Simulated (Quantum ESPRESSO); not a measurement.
**Moments of CaMnO3 from a parallel start**

Wanted: the size of the moments of CaMnO3 in the parallel state.

Main program and level: Quantum ESPRESSO 7.5; PBEsol with U = 4 eV on Mn d (ortho-atomic projectors); plane waves with GBRV 1.5 PBEsol potentials, no spin-orbit coupling.

### Step 1. The starting structure

Symmetry: Pm-3m, No. 221, cubic system. The conventional cell has a = 3.802 Å, b = 3.802 Å, c = 3.802 Å, α = 90.00°, β = 90.00°, γ = 90.00°. Nearest to Ca lie 12 O at 2.69 Å. Nearest to Mn lie 6 O at 1.90 Å. O has 2 Mn at 1.90 Å and 4 Ca at 2.69 Å nearest. Farther neighbours and most contacts between anions are not listed.

Structure file:

```cif
data_structure
_symmetry_space_group_name_H-M 'Pm-3m'
_symmetry_Int_Tables_number 221
_cell_length_a 3.8017
_cell_length_b 3.8017
_cell_length_c 3.8017
_cell_angle_alpha 90.000
_cell_angle_beta 90.000
_cell_angle_gamma 90.000
_cell_volume 54.95
loop_
_atom_site_label
_atom_site_type_symbol
_atom_site_symmetry_multiplicity
_atom_site_Wyckoff_symbol
_atom_site_fract_x
_atom_site_fract_y
_atom_site_fract_z
_atom_site_occupancy
Ca1 Ca 1 b 0.50000 0.50000 0.50000 1
Mn1 Mn 1 a 0.00000 0.00000 0.00000 1
O1 O 3 d 0.50000 0.00000 0.00000 1
```

The cell comes from Materials Project 2023-11-01, a database of computed structures, and need not be the stable phase.

### Step 2. Run 1 (ferro +)

The signs are those of the starting moments on the seeded atoms, the atoms that are given a moment.

pw.in reads:

```
&CONTROL
  calculation = 'scf'
  prefix = 'pwscf'
  outdir = './tmp'
  pseudo_dir = './pseudo'
  disk_io = 'nowf'
  tprnfor = .true.
  tstress = .true.
/
&SYSTEM
  ibrav = 0
  nat = 5
  ntyp = 3
  ecutwfc = 50
  ecutrho = 350
  nbnd = 33
  occupations = 'smearing'
  smearing = 'mv'
  degauss = 0.01984463
  nspin = 2
  starting_magnetization(1) = 0
  starting_magnetization(2) = 0.3
  starting_magnetization(3) = 0
/
&ELECTRONS
  conv_thr = 1d-08
  electron_maxstep = 150
  mixing_beta = 0.3
  startingwfc = 'atomic'
/
ATOMIC_SPECIES
Ca     40.0780 ca_pbesol_v1.uspp.F.UPF
Mn     54.9380 mn_pbesol_v1.5.uspp.F.UPF
O      15.9990 o_pbesol_v1.2.uspp.F.UPF
CELL_PARAMETERS bohr
   7.1842020436    0.0000000000    0.0000000000
   0.0000000000    7.1842020436    0.0000000000
   0.0000000000    0.0000000000    7.1842020436
ATOMIC_POSITIONS crystal
Ca      0.5000000000    0.5000000000    0.5000000000
Mn      0.0000000000    0.0000000000    0.0000000000
O       0.5000000000    0.0000000000    0.0000000000
O       0.0000000000    0.5000000000    0.0000000000
O       0.0000000000    0.0000000000    0.5000000000
K_POINTS automatic
6 6 6 0 0 0
HUBBARD {ortho-atomic}
U Mn-3d 4.0000
```

Command:

```sh
$ OMP_NUM_THREADS=1 mpirun -n 2 pw.x -nk 2 -in pw.in > pw.out
```

Log:

```text
Program PWSCF v.7.5 starts

     Message from routine setup:
     using ibrav=0 with symmetry is DISCOURAGED, use correct ibrav instead

     K-points division:     npool     =       2
     Subspace diagonalization in iterative solution of the eigenvalue problem:

     G-vector sticks info
     --------------------
     sticks:   dense  smooth     PW     G-vecs:    dense   smooth      PW
     Sum        1441     829    249                40843    17773    2969

     Using Slab Decomposition

     bravais-lattice index     =            0
     lattice parameter (alat)  =       7.1842  a.u.
     unit-cell volume          =     370.7965 (a.u.)^3
     number of atoms/cell      =            5
     number of atomic types    =            3
     number of electrons       =        43.00
     number of Kohn-Sham states=           33
     kinetic-energy cutoff     =      50.0000  Ry
     charge density cutoff     =     350.0000  Ry
     scf convergence threshold =      1.0E-08
     mixing beta               =       0.3000
     number of iterations used =            8  plain     mixing
     Exchange-correlation= SLA  PW   PSX  PSC
                           (   1   4  10   8   0   0   0)
     Hubbard projectors: ortho-atomic
     Hubbard parameters of DFT+U (Dudarev formulation) in eV:
     U(Mn-3d) =  4.0000

     Internal variables: lda_plus_u =T, lda_plus_u_kind = 0

     Internal variables: orbital_resolved =F, hub_pot_fix =F, apply_U = F

     celldm(1)=   7.184202  celldm(2)=   0.000000  celldm(3)=   0.000000
     celldm(4)=   0.000000  celldm(5)=   0.000000  celldm(6)=   0.000000

     crystal axes: (cart. coord. in units of alat)
               a(1) = (   1.000000   0.000000   0.000000 )
               a(2) = (   0.000000   1.000000   0.000000 )
               a(3) = (   0.000000   0.000000   1.000000 )

     reciprocal axes: (cart. coord. in units 2 pi/alat)
               b(1) = (  1.000000  0.000000  0.000000 )
               b(2) = (  0.000000  1.000000  0.000000 )
               b(3) = (  0.000000  0.000000  1.000000 )

     PseudoPot. # 1 for Ca read from file:
     ca_pbesol_v1.uspp.F.UPF
     Pseudo is Ultrasoft + core correction, Zval = 10.0
     Generated by new atomic code, or converted to UPF format
     Using radial grid of  845 points,  6 beta functions with:
                l(1) =   0
                l(2) =   0
                l(3) =   1
                l(4) =   1
                l(5) =   2
                l(6) =   2
     Q(r) pseudized with  8 coefficients,  rinner =    1.500   1.500   1.500
                                                       1.500   1.500

     PseudoPot. # 2 for Mn read from file:
     mn_pbesol_v1.5.uspp.F.UPF
     Pseudo is Ultrasoft + core correction, Zval = 15.0
     Generated by new atomic code, or converted to UPF format
     Using radial grid of  859 points,  6 beta functions with:
                l(1) =   0
                l(2) =   0
                l(3) =   1
                l(4) =   1
                l(5) =   2
                l(6) =   2
     Q(r) pseudized with  8 coefficients,  rinner =    0.950   0.950   0.950
                                                       0.950   0.950

     PseudoPot. # 3 for O  read from file:
     o_pbesol_v1.2.uspp.F.UPF
     Pseudo is Ultrasoft + core correction, Zval =  6.0
     Generated by new atomic code, or converted to UPF format
     Using radial grid of  737 points,  5 beta functions with:
                l(1) =   0
                l(2) =   0
                l(3) =   1
                l(4) =   1
                l(5) =   2
     Q(r) pseudized with  8 coefficients,  rinner =    0.900   0.900   0.900
                                                       0.900   0.900

     atomic species   valence    mass     pseudopotential
     Ca               10.00    40.07800     Ca( 1.00)
     Mn               15.00    54.93800     Mn( 1.00)
     O                 6.00    15.99900     O ( 1.00)

     Starting magnetic structure
     atomic species   magnetization
     Ca              0.000
     Mn              0.300
     O               0.000

     48 Sym. Ops., with inversion, found

   Cartesian axes

     site n.     atom                  positions (alat units)
         1        Ca     tau(   1) = (   0.5000000   0.5000000   0.5000000  )
         2        Mn     tau(   2) = (   0.0000000   0.0000000   0.0000000  )
         3        O      tau(   3) = (   0.5000000   0.0000000   0.0000000  )
         4        O      tau(   4) = (   0.0000000   0.5000000   0.0000000  )
         5        O      tau(   5) = (   0.0000000   0.0000000   0.5000000  )

     number of k points=    20  Marzari-Vanderbilt smearing, width (Ry)=  0.0198
                       cart. coord. in units 2pi/alat
        k(    1) = (   0.0000000   0.0000000   0.0000000), wk =   0.0046296
        k(    2) = (   0.0000000   0.0000000   0.1666667), wk =   0.0277778
        k(    3) = (   0.0000000   0.0000000   0.3333333), wk =   0.0277778
        k(    4) = (   0.0000000   0.0000000  -0.5000000), wk =   0.0138889
        k(    5) = (   0.0000000   0.1666667   0.1666667), wk =   0.0555556
        [... 15 further k-points ...]

     Dense  grid:    40843 G-vectors     FFT dimensions: (  45,  45,  45)

     Smooth grid:    17773 G-vectors     FFT dimensions: (  36,  36,  36)

     Check: negative core charge=   -0.000008
     Generating pointlists ...
     new r_m :   0.2917 (alat units)  2.0955 (a.u.) for type    1
     new r_m :   0.2063 (alat units)  1.4817 (a.u.) for type    2
     new r_m :   0.2063 (alat units)  1.4817 (a.u.) for type    3

     Initial potential from superposition of free atoms

     starting charge      42.4947, renormalised to      43.0000

     STARTING HUBBARD OCCUPATIONS:

     =================== HUBBARD OCCUPATIONS ===================
     ------------------------ ATOM    2 ------------------------
     Tr[ns(  2)] (up, down, total) =   5.00000  0.00000  5.00000
     Atomic magnetic moment for atom   2 =   5.00000
     [... lines left out ...]
     Number of occupied Hubbard levels =    5.0000

     Atomic wfc used for Hubbard projectors are orthogonalized

     Starting wfcs are   35 atomic wfcs

     Self-consistent Calculation

     iteration #  1     ecut=    50.00 Ry     beta= 0.30
     Davidson diagonalization with overlap
     ethr =  1.00E-02,  avg # of iterations =  3.5

     =================== HUBBARD OCCUPATIONS ===================
     ------------------------ ATOM    2 ------------------------
     Tr[ns(  2)] (up, down, total) =   3.58147  0.37983  3.96130
     Atomic magnetic moment for atom   2 =   3.20164
     [... lines left out ...]
     Number of occupied Hubbard levels =    3.9613

     total energy              =    -382.30975062 Ry
     estimated scf accuracy    <       2.26659609 Ry

     total magnetization       =     3.00 Bohr mag/cell
     absolute magnetization    =     3.42 Bohr mag/cell

     iteration #  2     ecut=    50.00 Ry     beta= 0.30
     Davidson diagonalization with overlap
     ethr =  5.27E-03,  avg # of iterations =  2.0

     total energy              =    -382.69284659 Ry
     estimated scf accuracy    <       0.56010852 Ry

     total magnetization       =     3.49 Bohr mag/cell
     absolute magnetization    =     3.88 Bohr mag/cell

     iteration #  3     ecut=    50.00 Ry     beta= 0.30
     Davidson diagonalization with overlap
     ethr =  1.30E-03,  avg # of iterations =  1.2
     Minimization algorithm failed to find Fermi energy: reverting to bisection
     Possible cause: smearing is larger than the electronic band-gap.

     total energy              =    -382.76831900 Ry
     estimated scf accuracy    <       0.13249260 Ry

     total magnetization       =     3.11 Bohr mag/cell
     absolute magnetization    =     3.53 Bohr mag/cell

     [... further iterations left out ...]

     iteration # 13     ecut=    50.00 Ry     beta= 0.30
     Davidson diagonalization with overlap
     ethr =  3.92E-09,  avg # of iterations =  1.7

     negative rho (up, down):  0.000E+00 1.324E-04

     total energy              =    -382.80278314 Ry
     estimated scf accuracy    <       0.00000009 Ry

     total magnetization       =     3.29 Bohr mag/cell
     absolute magnetization    =     3.67 Bohr mag/cell

     iteration # 14     ecut=    50.00 Ry     beta= 0.30
     Davidson diagonalization with overlap
     ethr =  2.02E-10,  avg # of iterations =  2.0

     negative rho (up, down):  0.000E+00 1.324E-04

     total energy              =    -382.80278319 Ry
     estimated scf accuracy    <       0.00000002 Ry

     total magnetization       =     3.29 Bohr mag/cell
     absolute magnetization    =     3.67 Bohr mag/cell

     iteration # 15     ecut=    50.00 Ry     beta= 0.30
     Davidson diagonalization with overlap
     ethr =  3.88E-11,  avg # of iterations =  2.0

     negative rho (up, down):  0.000E+00 1.325E-04

     total energy              =    -382.80278321 Ry
     estimated scf accuracy    <       0.00000002 Ry

     total magnetization       =     3.29 Bohr mag/cell
     absolute magnetization    =     3.67 Bohr mag/cell

     iteration # 16     ecut=    50.00 Ry     beta= 0.30
     Davidson diagonalization with overlap
     ethr =  3.51E-11,  avg # of iterations =  2.0

     negative rho (up, down):  0.000E+00 1.325E-04

     Magnetic moment per site  (integrated on atomic sphere of radius R)
     atom   1 (R=0.292)  charge=  7.9927  magn=  0.0097
     atom   2 (R=0.206)  charge= 11.6929  magn=  2.7908
     atom   3 (R=0.206)  charge=  5.2296  magn=  0.0117
     atom   4 (R=0.206)  charge=  5.2296  magn=  0.0117
     atom   5 (R=0.206)  charge=  5.2296  magn=  0.0117

     End of self-consistent calculation

     =================== HUBBARD OCCUPATIONS ===================
     ------------------------ ATOM    2 ------------------------
     Tr[ns(  2)] (up, down, total) =   4.10423  0.94667  5.05090
     Atomic magnetic moment for atom   2 =   3.15756
     [... lines left out ...]
     Number of occupied Hubbard levels =    5.0509

     [... lines left out ...]
     the Fermi energy is     9.4520 ev

!    total energy              =    -382.80278322 Ry
     estimated scf accuracy    <          1.2E-09 Ry
     smearing contrib. (-TS)   =       0.00232633 Ry
     internal energy E=F+TS    =    -382.80510955 Ry

     The total energy is F=E-TS. E is the sum of the following terms:
     one-electron contribution =    -172.37583866 Ry
     hartree contribution      =     107.51630940 Ry
     xc contribution           =     -59.71831700 Ry
     ewald contribution        =    -258.40955407 Ry
     Hubbard energy            =       0.18229078 Ry

     total magnetization       =     3.29 Bohr mag/cell
     absolute magnetization    =     3.67 Bohr mag/cell

     convergence has been achieved in  16 iterations

     negative rho (up, down):  0.000E+00 1.325E-04

     Forces acting on atoms (cartesian axes, Ry/au):

     atom    1 type  1   force =     0.00000000    0.00000000    0.00000000
     atom    2 type  2   force =     0.00000000    0.00000000    0.00000000
     atom    3 type  3   force =     0.00000000    0.00000000    0.00000000
     atom    4 type  3   force =     0.00000000    0.00000000    0.00000000
     atom    5 type  3   force =     0.00000000    0.00000000    0.00000000

     Total force =     0.000000     Total SCF correction =     0.000000

     Computing stress (Cartesian axis) and pressure

     negative rho (up, down):  0.000E+00 1.325E-04
          total   stress  (Ry/bohr**3)                   (kbar)     P=      -66.79
  -0.00045403   0.00000000   0.00000000          -66.79        0.00        0.00
   0.00000000  -0.00045403   0.00000000            0.00      -66.79        0.00
   0.00000000   0.00000000  -0.00045403            0.00        0.00      -66.79

=------------------------------------------------------------------------------=
   JOB DONE.
=------------------------------------------------------------------------------=
```

Wall time 38 s (2 MPI ranks of Intel Xeon Platinum 8488C (Sapphire Rapids), shared host); peak memory 0.39 GiB.

Spin moment in the atom's sphere by atom:

| atom | spin moment in the atom's sphere (μB) |
| --- | --- |
| Ca1 | 0.01 |
| Mn2 | 2.79 |
| O3 | 0.01 |
| O4 | 0.01 |
| O5 | 0.01 |

This step gave:

* smearing term TS: -0.03165 eV
* pressure: -6.679 GPa
* magnetization: 3.291 μB
* absolute magnetization: 3.67 μB
* final state: ferromagnetic

(Part 1 of 2 ends here.)

[Logs and program files are shortened in this print: banners, set-up blocks, solver, clock and traceback lines can be left out without a mark of their own.]

[Logs are printed without paths, hosts, clocks, repeated set-up lines and the standing remarks that a program may print on its own settings, such as how far it seeks lower states.]

[Hosts, paths, dates, database ids (printed as entryN), source tags and the programs' standing remarks are cut or masked in the printed files.]

[Where a cell is said to come from a database of computed structures, the database is the Materials Project.]
